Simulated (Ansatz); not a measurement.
**bond stretched by 1.5 Å, between Au atomic chains under bias**

Wanted: I(V), the voltage drop and T(E, V).

Method: DFT PBE, plane waves, PAW; current against voltage, self-consistent under bias, in Ansatz 0.2.0.

**1. The starting structure**

The cell holds 32 atoms: 32 Au. Cell: a = 6.000 Å, b = 6.000 Å, c = 96.100 Å, α = 90.0°, β = 90.0°, γ = 90.0°. Electrodes: Au atomic chain; the apex atoms were set 4.100 Å apart. Regions: lower lead, 16 atoms (16 Au); upper lead, 16 atoms (16 Au). Vacuum lies along a, b and c.

**2. The sweep under bias**

Vacuum beyond both ends lets the two leads hold different Fermi levels, and the density is solved anew at each bias. Each lead has 16 atoms, since a wire screens slowly.

File input.yaml:

```yaml
crystal:
  lattice:
    - [6.0, 0.0, 0.0]
    - [0.0, 6.0, 0.0]
    - [0.0, 0.0, 96.1]
  atoms:
    - { symbol: Au, position: [0.5, 0.5, 0.0] }
    - { symbol: Au, position: [0.5, 0.5, 0.027055151] }
    - { symbol: Au, position: [0.5, 0.5, 0.054110302] }
    - { symbol: Au, position: [0.5, 0.5, 0.081165453] }
    - { symbol: Au, position: [0.5, 0.5, 0.108220604] }
    - { symbol: Au, position: [0.5, 0.5, 0.135275754] }
    - { symbol: Au, position: [0.5, 0.5, 0.162330905] }
    - { symbol: Au, position: [0.5, 0.5, 0.189386056] }
    - { symbol: Au, position: [0.5, 0.5, 0.216441207] }
    - { symbol: Au, position: [0.5, 0.5, 0.243496358] }
    - { symbol: Au, position: [0.5, 0.5, 0.270551509] }
    - { symbol: Au, position: [0.5, 0.5, 0.29760666] }
    - { symbol: Au, position: [0.5, 0.5, 0.324661811] }
    - { symbol: Au, position: [0.5, 0.5, 0.351716961] }
    - { symbol: Au, position: [0.5, 0.5, 0.378772112] }
    - { symbol: Au, position: [0.5, 0.5, 0.405827263] }
    - { symbol: Au, position: [0.5, 0.5, 0.448491155] }
    - { symbol: Au, position: [0.5, 0.5, 0.475546306] }
    - { symbol: Au, position: [0.5, 0.5, 0.502601457] }
    - { symbol: Au, position: [0.5, 0.5, 0.529656608] }
    - { symbol: Au, position: [0.5, 0.5, 0.556711759] }
    - { symbol: Au, position: [0.5, 0.5, 0.583766909] }
    - { symbol: Au, position: [0.5, 0.5, 0.61082206] }
    - { symbol: Au, position: [0.5, 0.5, 0.637877211] }
    - { symbol: Au, position: [0.5, 0.5, 0.664932362] }
    - { symbol: Au, position: [0.5, 0.5, 0.691987513] }
    - { symbol: Au, position: [0.5, 0.5, 0.719042664] }
    - { symbol: Au, position: [0.5, 0.5, 0.746097815] }
    - { symbol: Au, position: [0.5, 0.5, 0.773152966] }
    - { symbol: Au, position: [0.5, 0.5, 0.800208117] }
    - { symbol: Au, position: [0.5, 0.5, 0.827263267] }
    - { symbol: Au, position: [0.5, 0.5, 0.854318418] }
kpoints:
  mp_grid: { grid: [1, 1, 1] }
scf:
  occupations: { method: fermi_dirac, width: 0.1 }
hamiltonian:
  xc: pbe
output:
  current_voltage:
    leads: [[9, 10], [21, 22]]
    bias: [0.3, 0.6, 1.0, 1.5]
    electrode_ends: [15, 16]
    kmesh: [1, 1]
  write_potential: true
  write_density: true
  volumetric_format: npy
basis:
  ecutwfc: "340 eV"
```

Started as:

```console
> ansatz run input.yaml --threads 4 --pin off --max-ram 16384MiB --backend cpu --events-out ev --progress --plain --runs-dir out
```

Numbers of over 12 decimals in the logs are rounded to 6 here.

Log:

```text
Warning: basis.ecutwfc = 340 eV is below the records' recommended 420 eV, and the density's cutoff is lower with it unless basis.ecutrho_ratio is high enough to keep the records' density cutoff: compare with a run at a higher cutoff
Engine: ansatz 0.2.0, x86_64-unknown-linux-gnu
Pseudopotentials: kind: paw
Pseudopotential: Au, paw, valence charge 19, recommended cutoff 420 eV (normal), Au.paw.azcp
Functional definition: PBE
  parameter kappa = 0.804
  parameter beta = 0.066725
  exchange = pbe_x(kappa = kappa, mu = beta*pi^2/3)
  correlation = pbe_c(beta = beta)
Crystal: 32 atoms, lattice volume = 3459.600 Å³
Basis set: ecut = 340 eV, 49013 PW (Γ)
Bands: 365, of which v1, the nominal top of the filled ones, is band 304 counted from 1 (303 counted from 0)
Symmetry: 16 space group operations
Space group: P4/mmm (ITA 123), of the structure as read, at distance tolerance 1.5e-4 Å
k-points: 1
Non-local potential: Au, projectors of the file, l = 0: 3, l = 1: 2, l = 2: 2, l = 3: 1
PAW form: soft (Blöchl's): semilocal exchange-correlation on the pseudo side does not see the compensation charge
PAW one-centre angular grid: Au, 590 points (default); XC on 64 Gauss nodes
Initial density: superposition of atomic densities (neutral atoms: chi_scale 0, normalization atom), corrected by the library's trained network
Initial wavefunctions: pseudopotential atomic-orbital guess
Functional: x = pbe(κ = 0.804, μ = 0.219515), c = pbe(β = 0.066725)
SCF iter   1: F=—  HF=-420733.375769 eV  |F-HF|=—  |Δ(HF+E_count)|=         —  Δρ=2.63e-3  dr2=3.31e0  ethr=1.77e-3  ⟨swp⟩=7.0  Hψ=1530  notcnv=0  defer=1
preconditioner: auto → LDOS  [insulator: Δε(μ)=0.284 eV  Ē_g=6.379 eV  σ=0.100 eV  W_gap=0.58  n_scr=446 (ndim 8)  ℏωp=11.8 eV  f_vac=0.652  D(μ)=40.12/eV (n_scr^D=168)  ε∞_Penn≈4.4  β→1.0]
SCF iter   2: F=—  HF=-420733.350573 eV  |F-HF|=—  |Δ(HF+E_count)|=   2.52e-2  Δρ=1.42e-3  dr2=2.07e-1  ethr=5.44e-4  ⟨swp⟩=2.0  Hψ=427  notcnv=0  defer=40
SCF iter   3: F=—  HF=-420733.351971 eV  |F-HF|=—  |Δ(HF+E_count)|=   1.40e-3  Δρ=1.16e-3  dr2=1.11e-1  ethr=3.40e-5  ⟨swp⟩=2.0  Hψ=530  notcnv=0  defer=40
SCF iter   4: F=—  HF=-420733.332255 eV  |F-HF|=—  |Δ(HF+E_count)|=   1.97e-2  Δρ=3.55e-4  dr2=1.93e-2  ethr=1.82e-5  ⟨swp⟩=2.0  Hψ=515  notcnv=0  defer=40
SCF iter   5: F=—  HF=-420733.331718 eV  |F-HF|=—  |Δ(HF+E_count)|=   5.37e-4  Δρ=2.16e-4  dr2=4.23e-3  ethr=3.17e-6  ⟨swp⟩=2.0  Hψ=496  notcnv=0  defer=40
SCF iter   6: F=—  HF=-420733.331593 eV  |F-HF|=—  |Δ(HF+E_count)|=   1.25e-4  Δρ=8.80e-5  dr2=7.06e-4  ethr=6.96e-7  ⟨swp⟩=2.0  Hψ=495  notcnv=0  defer=40
SCF iter   7: F=—  HF=-420733.331685 eV  |F-HF|=—  |Δ(HF+E_count)|=   9.25e-5  Δρ=4.85e-5  dr2=2.07e-4  ethr=1.16e-7  ⟨swp⟩=2.0  Hψ=495  notcnv=0  defer=40
SCF iter   8: F=—  HF=-420733.331696 eV  |F-HF|=—  |Δ(HF+E_count)|=   1.13e-5  Δρ=2.66e-5  dr2=5.41e-5  ethr=3.41e-8  ⟨swp⟩=2.0  Hψ=497  notcnv=0  defer=40
SCF iter   9: F=—  HF=-420733.331308 eV  |F-HF|=—  |Δ(HF+E_count)|=   3.89e-4  Δρ=1.12e-5  dr2=1.17e-5  ethr=8.90e-9  ⟨swp⟩=2.0  Hψ=543  notcnv=0  defer=32
SCF iter  10: F=—  HF=-420733.331309 eV  |F-HF|=—  |Δ(HF+E_count)|=   1.93e-6  Δρ=5.21e-6  dr2=3.27e-6  ethr=1.92e-9  ⟨swp⟩=2.0  Hψ=497  notcnv=0  defer=32
SCF iter  11: F=—  HF=-420733.331310 eV  |F-HF|=—  |Δ(HF+E_count)|=   5.34e-7  Δρ=2.35e-6  dr2=6.90e-7  ethr=5.37e-10  ⟨swp⟩=2.0  Hψ=497  notcnv=0  defer=32
SCF iter  12: F=—  HF=-420733.331310 eV  |F-HF|=—  |Δ(HF+E_count)|=   1.14e-7  Δρ=1.02e-6  dr2=1.39e-7  ethr=1.14e-10  ⟨swp⟩=2.0  Hψ=494  notcnv=0  defer=32
SCF iter  13: F=-420733.331310 eV  HF=-420733.331310 eV  |F-HF|=4.95e-9  |Δ(HF+E_count)|=   1.19e-7  Δρ=4.40e-7  dr2=2.73e-8  ethr=1.64e-11  ⟨swp⟩=17.0  Hψ=1998  notcnv=0
smearing: bands 300 to 304 share 8.018 electrons (they would hold 8.000 with every lower band full and every higher one empty; bands counted from 0; each is filled to between 0.7998 and 0.8037 of a full level; at each k-point the levels lie within 2.5e-3 eV, against a smearing width of 0.1000 eV). The entropy term TS of this state is 1.4762 eV
SCF 1 converged in 13 iterations: F = -420733.331310 eV  dr2 = 2.73e-8
  greatest PAW one-centre occupation: 1.001 electrons in one spin orbital (limit 2), on the Au atom at site 30 (counted from 0), in its partial waves of l = 0
bias +0 V, iteration  1: dr2 5.33e1 eV, mean Fermi level -2.3743 eV
bias +0 V, iteration  2: dr2 1.09e1 eV, mean Fermi level -2.4167 eV
bias +0 V, iteration  3: dr2 2.03e-1 eV, mean Fermi level -2.3795 eV
bias +0 V, iteration  4: dr2 4.91e-1 eV, mean Fermi level -2.3917 eV
bias +0 V, iteration  5: dr2 1.51e0 eV, mean Fermi level -2.3999 eV
bias +0 V, iteration  6: dr2 2.28e-1 eV, mean Fermi level -2.3916 eV
bias +0 V, iteration  7: dr2 6.50e-3 eV, mean Fermi level -2.3949 eV
bias +0 V, iteration  8: dr2 1.14e-2 eV, mean Fermi level -2.3947 eV
bias +0 V, iteration  9: dr2 8.39e-3 eV, mean Fermi level -2.3961 eV
bias +0 V, iteration 10: dr2 7.18e-4 eV, mean Fermi level -2.3951 eV
bias +0 V, iteration 11: dr2 4.01e-4 eV, mean Fermi level -2.3954 eV
bias +0 V, iteration 12: dr2 1.63e-4 eV, mean Fermi level -2.3955 eV
bias +0 V, iteration 13: dr2 9.77e-5 eV, mean Fermi level -2.3955 eV
bias +0 V, iteration 14: dr2 2.98e-5 eV, mean Fermi level -2.3956 eV
bias +0 V, iteration 15: dr2 8.10e-6 eV, mean Fermi level -2.3956 eV
bias +0 V, iteration 16: dr2 2.20e-6 eV, mean Fermi level -2.3956 eV
bias +0 V, iteration 17: dr2 6.23e-7 eV, mean Fermi level -2.3956 eV
bias +0 V, iteration 18: dr2 1.67e-7 eV, mean Fermi level -2.3956 eV
bias +0 V, iteration 19: dr2 9.38e-8 eV, mean Fermi level -2.3956 eV
bias +0.3 V, iteration  1: dr2 1.60e2 eV, mean Fermi level -2.3094 eV
bias +0.3 V, iteration  2: dr2 7.81e0 eV, mean Fermi level -2.4042 eV
bias +0.3 V, iteration  3: dr2 6.80e0 eV, mean Fermi level -2.3991 eV
bias +0.3 V, iteration  4: dr2 3.48e0 eV, mean Fermi level -2.4053 eV
bias +0.3 V, iteration  5: dr2 2.30e0 eV, mean Fermi level -2.4042 eV
bias +0.3 V, iteration  6: dr2 4.35e-1 eV, mean Fermi level -2.4001 eV
bias +0.3 V, iteration  7: dr2 4.25e-2 eV, mean Fermi level -2.3977 eV
bias +0.3 V, iteration  8: dr2 3.64e-2 eV, mean Fermi level -2.3954 eV
bias +0.3 V, iteration  9: dr2 3.71e-3 eV, mean Fermi level -2.3924 eV
bias +0.3 V, iteration 10: dr2 3.94e-3 eV, mean Fermi level -2.3942 eV
bias +0.3 V, iteration 11: dr2 7.92e-4 eV, mean Fermi level -2.3938 eV
bias +0.3 V, iteration 12: dr2 2.00e-3 eV, mean Fermi level -2.3933 eV
bias +0.3 V, iteration 13: dr2 5.40e-4 eV, mean Fermi level -2.3940 eV
bias +0.3 V, iteration 14: dr2 4.72e-4 eV, mean Fermi level -2.3940 eV
bias +0.3 V, iteration 15: dr2 1.85e-4 eV, mean Fermi level -2.3940 eV
bias +0.3 V, iteration 16: dr2 1.46e-4 eV, mean Fermi level -2.3940 eV
bias +0.3 V, iteration 17: dr2 4.77e-5 eV, mean Fermi level -2.3940 eV
bias +0.3 V, iteration 18: dr2 5.11e-5 eV, mean Fermi level -2.3941 eV
bias +0.3 V, iteration 19: dr2 4.87e-5 eV, mean Fermi level -2.3941 eV
bias +0.3 V, iteration 20: dr2 1.43e-5 eV, mean Fermi level -2.3941 eV
bias +0.3 V, iteration 21: dr2 1.11e-5 eV, mean Fermi level -2.3941 eV
bias +0.3 V, iteration 22: dr2 4.06e-6 eV, mean Fermi level -2.3941 eV
bias +0.3 V, iteration 23: dr2 3.53e-6 eV, mean Fermi level -2.3941 eV
bias +0.3 V, iteration 24: dr2 1.94e-6 eV, mean Fermi level -2.3941 eV
bias +0.3 V, iteration 25: dr2 6.92e-7 eV, mean Fermi level -2.3941 eV
bias +0.3 V, iteration 26: dr2 1.71e-7 eV, mean Fermi level -2.3941 eV
bias +0.3 V, iteration 27: dr2 3.10e-7 eV, mean Fermi level -2.3941 eV
bias +0.3 V, iteration 28: dr2 1.23e-7 eV, mean Fermi level -2.3941 eV
bias +0.3 V, iteration 29: dr2 7.48e-8 eV, mean Fermi level -2.3941 eV
bias +0.6 V, iteration  1: dr2 4.92e-2 eV, mean Fermi level -2.3899 eV
bias +0.6 V, iteration  2: dr2 1.26e-1 eV, mean Fermi level -2.3908 eV
bias +0.6 V, iteration  3: dr2 2.59e-1 eV, mean Fermi level -2.3867 eV
bias +0.6 V, iteration  4: dr2 4.76e-3 eV, mean Fermi level -2.3885 eV
bias +0.6 V, iteration  5: dr2 3.66e-3 eV, mean Fermi level -2.3881 eV
bias +0.6 V, iteration  6: dr2 5.84e-3 eV, mean Fermi level -2.3894 eV
bias +0.6 V, iteration  7: dr2 1.71e-3 eV, mean Fermi level -2.3896 eV
bias +0.6 V, iteration  8: dr2 5.66e-4 eV, mean Fermi level -2.3891 eV
bias +0.6 V, iteration  9: dr2 1.07e-3 eV, mean Fermi level -2.3890 eV
bias +0.6 V, iteration 10: dr2 1.14e-3 eV, mean Fermi level -2.3893 eV
bias +0.6 V, iteration 11: dr2 1.99e-4 eV, mean Fermi level -2.3894 eV
bias +0.6 V, iteration 12: dr2 1.27e-4 eV, mean Fermi level -2.3892 eV
bias +0.6 V, iteration 13: dr2 1.82e-4 eV, mean Fermi level -2.3893 eV
bias +0.6 V, iteration 14: dr2 2.96e-5 eV, mean Fermi level -2.3893 eV
bias +0.6 V, iteration 15: dr2 4.51e-5 eV, mean Fermi level -2.3893 eV
bias +0.6 V, iteration 16: dr2 8.42e-6 eV, mean Fermi level -2.3893 eV
bias +0.6 V, iteration 17: dr2 2.58e-5 eV, mean Fermi level -2.3893 eV
bias +0.6 V, iteration 18: dr2 3.93e-6 eV, mean Fermi level -2.3893 eV
bias +0.6 V, iteration 19: dr2 9.48e-6 eV, mean Fermi level -2.3893 eV
bias +0.6 V, iteration 20: dr2 7.76e-6 eV, mean Fermi level -2.3893 eV
bias +0.6 V, iteration 21: dr2 2.08e-6 eV, mean Fermi level -2.3893 eV
bias +0.6 V, iteration 22: dr2 3.85e-6 eV, mean Fermi level -2.3893 eV
bias +0.6 V, iteration 23: dr2 3.07e-6 eV, mean Fermi level -2.3893 eV
bias +0.6 V, iteration 24: dr2 1.06e-6 eV, mean Fermi level -2.3893 eV
bias +0.6 V, iteration 25: dr2 7.23e-7 eV, mean Fermi level -2.3893 eV
bias +0.6 V, iteration 26: dr2 6.40e-7 eV, mean Fermi level -2.3893 eV
bias +0.6 V, iteration 27: dr2 1.39e-7 eV, mean Fermi level -2.3893 eV
bias +0.6 V, iteration 28: dr2 1.04e-7 eV, mean Fermi level -2.3893 eV
bias +0.6 V, iteration 29: dr2 4.61e-8 eV, mean Fermi level -2.3893 eV
bias +1 V, iteration  1: dr2 1.37e-1 eV, mean Fermi level -2.3806 eV
bias +1 V, iteration  2: dr2 1.91e-1 eV, mean Fermi level -2.3816 eV
bias +1 V, iteration  3: dr2 8.05e-1 eV, mean Fermi level -2.3739 eV
bias +1 V, iteration  4: dr2 6.62e-2 eV, mean Fermi level -2.3769 eV
bias +1 V, iteration  5: dr2 1.70e-1 eV, mean Fermi level -2.3752 eV
bias +1 V, iteration  6: dr2 4.74e-2 eV, mean Fermi level -2.3789 eV
bias +1 V, iteration  7: dr2 2.11e-2 eV, mean Fermi level -2.3801 eV
bias +1 V, iteration  8: dr2 4.08e-2 eV, mean Fermi level -2.3772 eV
bias +1 V, iteration  9: dr2 6.73e-3 eV, mean Fermi level -2.3782 eV
bias +1 V, iteration 10: dr2 1.42e-2 eV, mean Fermi level -2.3778 eV
bias +1 V, iteration 11: dr2 2.98e-3 eV, mean Fermi level -2.3784 eV
bias +1 V, iteration 12: dr2 2.29e-3 eV, mean Fermi level -2.3786 eV
bias +1 V, iteration 13: dr2 9.55e-3 eV, mean Fermi level -2.3778 eV
bias +1 V, iteration 14: dr2 3.06e-3 eV, mean Fermi level -2.3781 eV
bias +1 V, iteration 15: dr2 1.66e-3 eV, mean Fermi level -2.3780 eV
bias +1 V, iteration 16: dr2 6.05e-4 eV, mean Fermi level -2.3779 eV
bias +1 V, iteration 17: dr2 8.24e-4 eV, mean Fermi level -2.3778 eV
bias +1 V, iteration 18: dr2 6.60e-4 eV, mean Fermi level -2.3779 eV
bias +1 V, iteration 19: dr2 1.07e-4 eV, mean Fermi level -2.3779 eV
bias +1 V, iteration 20: dr2 2.51e-5 eV, mean Fermi level -2.3779 eV
bias +1 V, iteration 21: dr2 2.52e-4 eV, mean Fermi level -2.3778 eV
bias +1 V, iteration 22: dr2 1.12e-5 eV, mean Fermi level -2.3779 eV
bias +1 V, iteration 23: dr2 3.19e-5 eV, mean Fermi level -2.3780 eV
bias +1 V, iteration 24: dr2 1.10e-5 eV, mean Fermi level -2.3779 eV
bias +1 V, iteration 25: dr2 3.63e-5 eV, mean Fermi level -2.3779 eV
bias +1 V, iteration 26: dr2 3.03e-6 eV, mean Fermi level -2.3779 eV
bias +1 V, iteration 27: dr2 1.09e-5 eV, mean Fermi level -2.3780 eV
bias +1 V, iteration 28: dr2 5.21e-6 eV, mean Fermi level -2.3779 eV
bias +1 V, iteration 29: dr2 2.95e-6 eV, mean Fermi level -2.3779 eV
bias +1 V, iteration 30: dr2 1.52e-6 eV, mean Fermi level -2.3779 eV
bias +1 V, iteration 31: dr2 1.74e-6 eV, mean Fermi level -2.3779 eV
bias +1 V, iteration 32: dr2 1.02e-6 eV, mean Fermi level -2.3779 eV
bias +1 V, iteration 33: dr2 2.23e-7 eV, mean Fermi level -2.3779 eV
bias +1 V, iteration 34: dr2 3.76e-7 eV, mean Fermi level -2.3779 eV
bias +1 V, iteration 35: dr2 3.47e-7 eV, mean Fermi level -2.3779 eV
bias +1 V, iteration 36: dr2 1.24e-7 eV, mean Fermi level -2.3779 eV
bias +1 V, iteration 37: dr2 7.27e-8 eV, mean Fermi level -2.3779 eV
bias +1.5 V, iteration  1: dr2 3.24e-1 eV, mean Fermi level -2.3661 eV
bias +1.5 V, iteration  2: dr2 2.35e-1 eV, mean Fermi level -2.3701 eV
bias +1.5 V, iteration  3: dr2 2.58e0 eV, mean Fermi level -2.3555 eV
bias +1.5 V, iteration  4: dr2 8.04e-2 eV, mean Fermi level -2.3677 eV
bias +1.5 V, iteration  5: dr2 4.42e-2 eV, mean Fermi level -2.3661 eV
bias +1.5 V, iteration  6: dr2 3.99e-2 eV, mean Fermi level -2.3668 eV
bias +1.5 V, iteration  7: dr2 3.74e-2 eV, mean Fermi level -2.3673 eV
bias +1.5 V, iteration  8: dr2 1.35e-2 eV, mean Fermi level -2.3684 eV
bias +1.5 V, iteration  9: dr2 7.09e-3 eV, mean Fermi level -2.3687 eV
bias +1.5 V, iteration 10: dr2 4.59e-2 eV, mean Fermi level -2.3667 eV
bias +1.5 V, iteration 11: dr2 2.03e-3 eV, mean Fermi level -2.3682 eV
bias +1.5 V, iteration 12: dr2 7.55e-3 eV, mean Fermi level -2.3682 eV
bias +1.5 V, iteration 13: dr2 1.93e-3 eV, mean Fermi level -2.3686 eV
bias +1.5 V, iteration 14: dr2 2.59e-4 eV, mean Fermi level -2.3685 eV
bias +1.5 V, iteration 15: dr2 5.27e-4 eV, mean Fermi level -2.3684 eV
bias +1.5 V, iteration 16: dr2 5.07e-4 eV, mean Fermi level -2.3681 eV
bias +1.5 V, iteration 17: dr2 4.97e-4 eV, mean Fermi level -2.3681 eV
bias +1.5 V, iteration 18: dr2 2.87e-4 eV, mean Fermi level -2.3683 eV
bias +1.5 V, iteration 19: dr2 3.84e-4 eV, mean Fermi level -2.3683 eV
bias +1.5 V, iteration 20: dr2 1.40e-4 eV, mean Fermi level -2.3683 eV
bias +1.5 V, iteration 21: dr2 5.56e-4 eV, mean Fermi level -2.3683 eV
bias +1.5 V, iteration 22: dr2 7.49e-5 eV, mean Fermi level -2.3684 eV
bias +1.5 V, iteration 23: dr2 1.14e-4 eV, mean Fermi level -2.3685 eV
bias +1.5 V, iteration 24: dr2 2.57e-5 eV, mean Fermi level -2.3685 eV
bias +1.5 V, iteration 25: dr2 3.03e-5 eV, mean Fermi level -2.3686 eV
bias +1.5 V, iteration 26: dr2 3.77e-5 eV, mean Fermi level -2.3685 eV
bias +1.5 V, iteration 27: dr2 1.71e-5 eV, mean Fermi level -2.3686 eV
bias +1.5 V, iteration 28: dr2 2.06e-5 eV, mean Fermi level -2.3685 eV
bias +1.5 V, iteration 29: dr2 8.76e-6 eV, mean Fermi level -2.3685 eV
bias +1.5 V, iteration 30: dr2 5.10e-6 eV, mean Fermi level -2.3685 eV
bias +1.5 V, iteration 31: dr2 2.86e-6 eV, mean Fermi level -2.3685 eV
bias +1.5 V, iteration 32: dr2 3.31e-6 eV, mean Fermi level -2.3685 eV
bias +1.5 V, iteration 33: dr2 7.96e-6 eV, mean Fermi level -2.3686 eV
bias +1.5 V, iteration 34: dr2 8.83e-6 eV, mean Fermi level -2.3685 eV
bias +1.5 V, iteration 35: dr2 6.31e-6 eV, mean Fermi level -2.3685 eV
bias +1.5 V, iteration 36: dr2 6.60e-6 eV, mean Fermi level -2.3685 eV
bias +1.5 V, iteration 37: dr2 5.83e-6 eV, mean Fermi level -2.3685 eV
bias +1.5 V, iteration 38: dr2 2.03e-6 eV, mean Fermi level -2.3685 eV
bias +1.5 V, iteration 39: dr2 5.81e-7 eV, mean Fermi level -2.3685 eV
bias +1.5 V, iteration 40: dr2 2.28e-7 eV, mean Fermi level -2.3685 eV
bias +1.5 V, iteration 41: dr2 2.56e-7 eV, mean Fermi level -2.3685 eV
bias +1.5 V, iteration 42: dr2 3.70e-7 eV, mean Fermi level -2.3685 eV
bias +1.5 V, iteration 43: dr2 6.73e-8 eV, mean Fermi level -2.3685 eV
transmission: 8 of 52 steps passed
transmission: 11 of 52 steps passed
[...]
transmission: 53 of 53 steps passed
WARN: The output density's exchange-correlation potential varies sharply where the density is thin. Do not read a vacuum level from v_tot or v_xc, or from such a field of the output density. On a cell that repeats whose density bears no net charge and no dipole along the vacuum's axis use v_es (v_loc + v_h of the components); under efield.dipole_correction with no amplitude use v_es + v_field, which holds any externa [...]
SCF converged after 13 iterations
Free energy (F): -420733.331310 eV
Harris-Foulkes:  -420733.331310 eV  (|F-HF|=4.95e-9)
Internal energy: -420731.855075 eV  (E = F + TS)
E sigma→0 (E₀):  -420732.593193 eV
Entropy (-TS):   -1.476235 eV (-46.132 meV/atom)
Fermi energy:    -2.416704 eV
--- Per-component energies (eV) ---
  E_band       = -19015.408483
  E_kinetic    = 19374.612268
  E_local      = -339246.604818  (includes V_loc(G=0)·N_el)
  E_nonlocal   = 2397.746258
  E_hartree    = 159401.442067
  E_xc         = -7223.669224
  E_vxc        = -8698.342702  (∫ρ·V_xc dr)
  E_paw        = -310652.016742  (= ΣΔE_a)
  E_vpaw       = -11645.833271  (= ΣTr[D̂ρ^β])
  E_aug_tail   = 0.118838  (compensation charges beyond the density's cutoff)
  E_ewald      = 55216.516278
  E_smearing   = -1.476235  (= −TS)
  E_closure    = -0.000000  (closes the sum)
  Σ components = -420733.331310   (vs F -420733.331310, Δ=0.00e0)
--- Band table (eV) ---
  k-point 0: bands = [... 300 lower, -2.5577, -2.5577, -2.5559, -2.5559, -2.5552, -2.5048, -2.2368, -2.1647, ... 57 higher]
--- Current–voltage curve ---
  leads      : [9, 10] from 0.00 to 39.00 and [21, 22] from 43.10 to 82.10 Å, reservoirs outside 24.82 and 57.28
  electrodes : end at 39.00 and 43.10 Å
  density    : 401 bands, filled at a thermal energy of 2.585e-2 eV; current at 300 K
  bias (V)   current (A)   every other point   every other energy   edges, levels   drop (V)   electrons moved   misfit (meV)   iterations
        +0      0.0000e0                   -             0.0000e0        0.0000e0     +0.000            0.00e0           48.0   19
      +0.3     7.0678e-6                   -            7.0637e-6      3.0543e-10     +0.246           1.46e-2           56.7   29
      +0.6     1.2573e-5                   -            1.2573e-5       1.2356e-9     +0.506           3.05e-2           57.9   29
        +1     1.9547e-5                   -            1.9546e-5      9.3844e-10     +0.840           5.01e-2           82.6   37
      +1.5     2.4728e-5                   -            2.4744e-5      3.4892e-10     +1.308           7.69e-2           89.0   43
  At 0 V the conductance is 2.6298e-5 S, 7.3050e13 S/m².
```

Run time: 16 min. Hardware: 4 threads of AMD EPYC 9R14 (Zen 4), shared host; peak memory 4.9 GiB.

Numbers from this step:

| Quantity | Value |
| --- | --- |
| conductance at zero bias | 0.3394 G₀ |
| current at the highest bias | 24.73 μA |
| largest misfit of the leads | 88.99 meV |

Cell area 36.000 Å^2. Current through one cell against bias:

```
bias (V)  current through one cell (μA)
   0.000                              0
   0.300                           7.07
   0.600                           12.6
   1.000                           19.5
   1.500                           24.7
```

[end of part 1 of 2]

[Logs are printed without paths, hosts, clocks, repeated set-up lines and the standing remarks that a program may print on its own settings, such as how far it seeks lower states.]

[Hosts, paths, dates, database ids (printed as entryN), source tags and the programs' standing remarks are cut or masked in the printed files.]
